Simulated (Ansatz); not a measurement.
# V2CF2 monolayer: the cell at rest, part 2 of 2

Wanted: the relaxed cell of V2CF2 monolayer.

Ansatz 0.2.0; DFT PBE, scalar-relativistic, plane waves, PAW; PAW set soft_1.

So far. Step 2 (A coarse first look): The coarse mesh shows no gap.

### Step 5. Relaxing to small forces for the phonons

Phonons need a cell at rest on their own settings, so the relaxation is repeated with tight tolerances on forces and stress on the k mesh and occupations of the first response run.

input.yaml reads:

```yaml
crystal:
  lattice:
    - [2.986778344, 0.0, 0.0]
    - [-1.493389172, 2.5866259214, 0.0]
    - [0.0, 0.0, 33.2]
  atoms:
    - { symbol: C, position: [0.0, 0.0, 0.3012048193] }
    - { symbol: V, position: [0.3333333333, 0.6666666667, 0.3318967993] }
    - { symbol: V, position: [0.6666666667, 0.3333333333, 0.2705128392] }
    - { symbol: F, position: [0.6666666667, 0.3333333333, 0.370483742] }
    - { symbol: F, position: [0.3333333333, 0.6666666667, 0.2319258966] }
  periodic: [true, true, false]
kpoints:
  mp_grid: { grid: [18, 18, 1] }
hamiltonian:
  xc: pbe
  pseudopotentials: { kind: paw, azcp: { folder: soft_1 } }
scf:
  occupations: { method: methfessel_paxton, width: 0.2 }
output:
  forces: true
  stress: true
  eigenvalues: true
  write_density: true
  write_potential: true
  elf: true
  volumetric_format: npy
relax:
  adjacent_minimum: "off"
  f_tol: 0.001
  max_steps: 60
  cell: { stress_2d_tol: 0.002 }
```

Command:

```
$ ansatz run input.yaml --threads 4 --pin off --max-ram 16384MiB --backend cpu --events-out ev --progress --plain --runs-dir out
```

Numbers of over 12 decimals in the logs are rounded to 6 here.

The log of the run:

```text
[...]
Crystal: 5 atoms, lattice volume = 256.493 Å³
Basis set: ecut = 420 eV, 4863 PW (Γ), exchange–correlation on 40×40×450 points (8 copies of the dense FFT grid, shifted against one another)
Bands: 27, of which v1, the nominal top of the filled ones, is band 22 counted from 1 (21 counted from 0)
Symmetry: 12 space group operations
[...]
k-points: 37 of 324
[...]
cell:  # Å, volume = 256.3765 Å³
    - [2.986103, 0.0, 0]
    - [-1.493051, 2.586041, 0]
    - [0, 0, 33.2]
  atoms:
    - { symbol: C, position: [0, 0, 0.30120481928] }
    - { symbol: V, position: [0.333333, 0.666667, 0.331912] }
    - { symbol: V, position: [0.666667, 0.333333, 0.270497] }
    - { symbol: F, position: [0.666667, 0.333333, 0.370495] }
    - { symbol: F, position: [0.333333, 0.666667, 0.231914] }
[key lines of the parts left out:]
SCF converged after 9 iterations
Free energy (F): -7695.309065 eV
Fermi energy:    -5.334885 eV
P = ½ c Tr σ = -0.0001 N/m
```

The job ended after 46 s (4 threads of Arm Neoverse V2, shared host; peak memory 0.73 GiB; 3 min of CPU time).

Little changed from the start: no atom moved by 0.005 Å and no cell edge by 0.1 %.

Numbers from this step:

| Property | Result |
| --- | --- |
| area per atom | 1.544 Å² |

ELF in the ac plane at fractional y = 0.333, with atoms of V and F within 0.2 Å of it. It is the smooth field of the valence electrons, not physical close to the nuclei.

Values, 24 rows by 15 columns, each cell a mean:
```
0.00 0.00 0.00 0.00 0.00 0.00 0.00 0.00 0.00 0.00 0.00 0.00 0.00 0.00 0.00
0.00 0.00 0.00 0.00 0.00 0.00 0.00 0.00 0.00 0.00 0.00 0.00 0.00 0.00 0.00
0.00 0.00 0.00 0.00 0.00 0.00 0.00 0.00 0.00 0.00 0.00 0.00 0.00 0.00 0.00
0.00 0.00 0.00 0.00 0.00 0.00 0.00 0.00 0.00 0.00 0.00 0.00 0.00 0.00 0.00
0.00 0.00 0.00 0.00 0.00 0.00 0.00 0.00 0.00 0.00 0.00 0.00 0.00 0.00 0.00
0.00 0.00 0.00 0.00 0.00 0.00 0.00 0.00 0.00 0.00 0.00 0.00 0.00 0.00 0.00
0.00 0.00 0.00 0.00 0.00 0.00 0.00 0.00 0.00 0.00 0.00 0.00 0.00 0.00 0.00
0.00 0.00 0.00 0.00 0.00 0.00 0.00 0.00 0.00 0.00 0.00 0.00 0.00 0.00 0.00
0.00 0.00 0.00 0.00 0.00 0.00 0.00 0.00 0.00 0.00 0.00 0.00 0.00 0.00 0.00
0.00 0.00 0.00 0.00 0.00 0.00 0.00 0.00 0.00 0.00 0.00 0.00 0.00 0.00 0.00
0.00 0.00 0.00 0.00 0.00 0.00 0.00 0.00 0.00 0.00 0.00 0.00 0.00 0.00 0.00
0.00 0.00 0.00 0.00 0.00 0.00 0.00 0.00 0.00 0.00 0.00 0.00 0.00 0.00 0.00
0.00 0.00 0.00 0.00 0.00 0.00 0.00 0.00 0.00 0.00 0.00 0.00 0.00 0.00 0.00
0.00 0.00 0.00 0.00 0.00 0.00 0.01 0.02 0.03 0.04 0.04 0.04 0.03 0.02 0.01
0.23 0.06 0.01 0.01 0.06 0.24 0.43 0.55 0.62 0.63 0.63 0.63 0.62 0.55 0.43
0.18 0.12 0.12 0.12 0.12 0.18 0.33 0.46 0.52 0.51 0.49 0.51 0.52 0.46 0.33
0.39 0.44 0.46 0.46 0.44 0.39 0.31 0.25 0.22 0.22 0.22 0.22 0.22 0.25 0.31
0.15 0.23 0.31 0.31 0.23 0.15 0.22 0.43 0.59 0.67 0.68 0.67 0.59 0.43 0.22
0.33 0.46 0.51 0.52 0.45 0.33 0.17 0.07 0.05 0.07 0.08 0.07 0.05 0.07 0.17
0.04 0.05 0.07 0.07 0.05 0.03 0.02 0.01 0.00 0.00 0.00 0.00 0.00 0.01 0.02
0.00 0.00 0.00 0.00 0.00 0.00 0.00 0.00 0.00 0.00 0.00 0.00 0.00 0.00 0.00
0.00 0.00 0.00 0.00 0.00 0.00 0.00 0.00 0.00 0.00 0.00 0.00 0.00 0.00 0.00
0.00 0.00 0.00 0.00 0.00 0.00 0.00 0.00 0.00 0.00 0.00 0.00 0.00 0.00 0.00
0.00 0.00 0.00 0.00 0.00 0.00 0.00 0.00 0.00 0.00 0.00 0.00 0.00 0.00 0.00
```
Columns run along a (3.0 Å), rows up along c (33.2 Å). Atoms in or near the plane, at fractional coordinates: V at (0.67, 0.27), F at (0.67, 0.37).

Electrostatic potential energy in the ac plane at fractional y = 0.333, with atoms of V and F within 0.2 Å of it. With pseudopotentials it is smooth inside the atoms' cores, unlike the true potential.

Values in eV, 24 rows by 15 columns, each cell a mean:
```
  0   0   0   0   0   0   0   0   0   0   0   0   0   0   0
  0   0   0   0   0   0   0   0   0   0   0   0   0   0   0
  0   0   0   0   0   0   0   0   0   0   0   0   0   0   0
  0   0   0   0   0   0   0   0   0   0   0   0   0   0   0
  0   0   0   0   0   0   0   0   0   0   0   0   0   0   0
  0   0   0   0   0   0   0   0   0   0   0   0   0   0   0
  0   0   0   0   0   0   0   0   0   0   0   0   0   0   0
  0   0   0   0   0   0   0   0   0   0   0   0   0   0   0
  0   0   0   0   0   0   0   0   0   0   0   0   0   0   0
  0   0   0   0   0   0   0   0   0   0   0   0   0   0   0
  0   0   0   0   0   0   0   0   0   0   0   0   0   0   0
  0   0   0   0   0   0   0   0   0   0   0   0   0   0   0
  0   0   0   0   0   0   0   0   0   0   0   0   0   0   0
  0   0   0   0   0   0   0   0   0   0   0   0   0   0   0
 -1  -1  -1  -1  -1  -1  -2  -7 -12 -15 -15 -15 -12  -7  -2
-10 -12 -14 -14 -12 -10  -8 -13 -18 -20 -20 -20 -18 -13  -8
-10 -13 -15 -15 -13 -10  -9 -10 -11 -12 -13 -12 -11 -10  -9
-12  -8  -6  -6  -8 -12 -25 -31 -33 -33 -33 -33 -33 -31 -25
 -3  -3  -3  -3  -3  -3  -4  -5  -7  -8  -8  -8  -7  -5  -4
  0   0   0   0   0   0   0   0   0   0   0   0   0   0   0
  0   0   0   0   0   0   0   0   0   0   0   0   0   0   0
  0   0   0   0   0   0   0   0   0   0   0   0   0   0   0
  0   0   0   0   0   0   0   0   0   0   0   0   0   0   0
  0   0   0   0   0   0   0   0   0   0   0   0   0   0   0
```
Columns run along a (3.0 Å; values clipped at the 3rd and 97th percentile), rows up along c (33.2 Å). Atoms in or near the plane, at fractional coordinates: V at (0.67, 0.27), F at (0.67, 0.37).

Valence density in the ac plane at fractional y = 0.333, with atoms of V and F within 0.2 Å of it. It is the smooth field of the valence electrons, not physical close to the nuclei.

Values in units of 1e0 e/Å³, 24 rows by 15 columns, each cell a mean:
```
 0.0  0.0  0.0  0.0  0.0  0.0  0.0  0.0  0.0  0.0  0.0  0.0  0.0  0.0  0.0
 0.0  0.0  0.0  0.0  0.0  0.0  0.0  0.0  0.0  0.0  0.0  0.0  0.0  0.0  0.0
 0.0  0.0  0.0  0.0  0.0  0.0  0.0  0.0  0.0  0.0  0.0  0.0  0.0  0.0  0.0
 0.0  0.0  0.0  0.0  0.0  0.0  0.0  0.0  0.0  0.0  0.0  0.0  0.0  0.0  0.0
 0.0  0.0  0.0  0.0  0.0  0.0  0.0  0.0  0.0  0.0  0.0  0.0  0.0  0.0  0.0
 0.0  0.0  0.0  0.0  0.0  0.0  0.0  0.0  0.0  0.0  0.0  0.0  0.0  0.0  0.0
 0.0  0.0  0.0  0.0  0.0  0.0  0.0  0.0  0.0  0.0  0.0  0.0  0.0  0.0  0.0
 0.0  0.0  0.0  0.0  0.0  0.0  0.0  0.0  0.0  0.0  0.0  0.0  0.0  0.0  0.0
 0.0  0.0  0.0  0.0  0.0  0.0  0.0  0.0  0.0  0.0  0.0  0.0  0.0  0.0  0.0
 0.0  0.0  0.0  0.0  0.0  0.0  0.0  0.0  0.0  0.0  0.0  0.0  0.0  0.0  0.0
 0.0  0.0  0.0  0.0  0.0  0.0  0.0  0.0  0.0  0.0  0.0  0.0  0.0  0.0  0.0
 0.0  0.0  0.0  0.0  0.0  0.0  0.0  0.0  0.0  0.0  0.0  0.0  0.0  0.0  0.0
 0.0  0.0  0.0  0.0  0.0  0.0  0.0  0.0  0.0  0.0  0.0  0.0  0.0  0.0  0.0
 0.0  0.0  0.0  0.0  0.0  0.0  0.0  0.0  0.0  0.0  0.0  0.0  0.0  0.0  0.0
 0.1  0.0  0.0  0.0  0.0  0.1  0.2  0.6  1.5  2.9  3.6  2.9  1.5  0.6  0.2
 0.3  0.3  0.3  0.3  0.3  0.3  0.4  0.8  2.0  3.7  4.5  3.7  2.0  0.8  0.4
 0.5  0.6  0.7  0.7  0.6  0.5  0.4  0.4  0.4  0.5  0.6  0.5  0.4  0.4  0.4
 0.4  0.3  0.3  0.3  0.3  0.4  0.7  2.1  5.0  8.4 10.0  8.4  5.0  2.1  0.7
 0.2  0.3  0.3  0.3  0.3  0.2  0.1  0.1  0.1  0.1  0.2  0.1  0.1  0.1  0.1
 0.0  0.0  0.0  0.0  0.0  0.0  0.0  0.0  0.0  0.0  0.0  0.0  0.0  0.0  0.0
 0.0  0.0  0.0  0.0  0.0  0.0  0.0  0.0  0.0  0.0  0.0  0.0  0.0  0.0  0.0
 0.0  0.0  0.0  0.0  0.0  0.0  0.0  0.0  0.0  0.0  0.0  0.0  0.0  0.0  0.0
 0.0  0.0  0.0  0.0  0.0  0.0  0.0  0.0  0.0  0.0  0.0  0.0  0.0  0.0  0.0
 0.0  0.0  0.0  0.0  0.0  0.0  0.0  0.0  0.0  0.0  0.0  0.0  0.0  0.0  0.0
```
Columns run along a (3.0 Å), rows up along c (33.2 Å). Atoms in or near the plane, at fractional coordinates: V at (0.67, 0.27), F at (0.67, 0.37).

The largest force component left is 0.0012 meV/Å, within the tolerances set.

### Step 6. Summary of results

```
space group after relaxation (within 0.01 Å) : P-3m1
lattice constant a                           : 2.986 Å
lattice constant b                           : 2.986 Å
area per atom                                : 1.54 Å²
```

In words: The largest force component left is 0.0012 meV/Å, within the tolerances set. The relaxation keeps the symmetry of its start, so it says nothing on stability against lower symmetry. The runs are without spin polarisation, although V often carries a moment. The starting cell was built on a prototype and not taken from a measurement.

[Logs are printed without paths, hosts, clocks, repeated set-up lines and the standing remarks that a program may print on its own settings, such as how far it seeks lower states.]

[Hosts, paths, dates, database ids (printed as entryN), source tags and the programs' standing remarks are cut or masked in the printed files.]
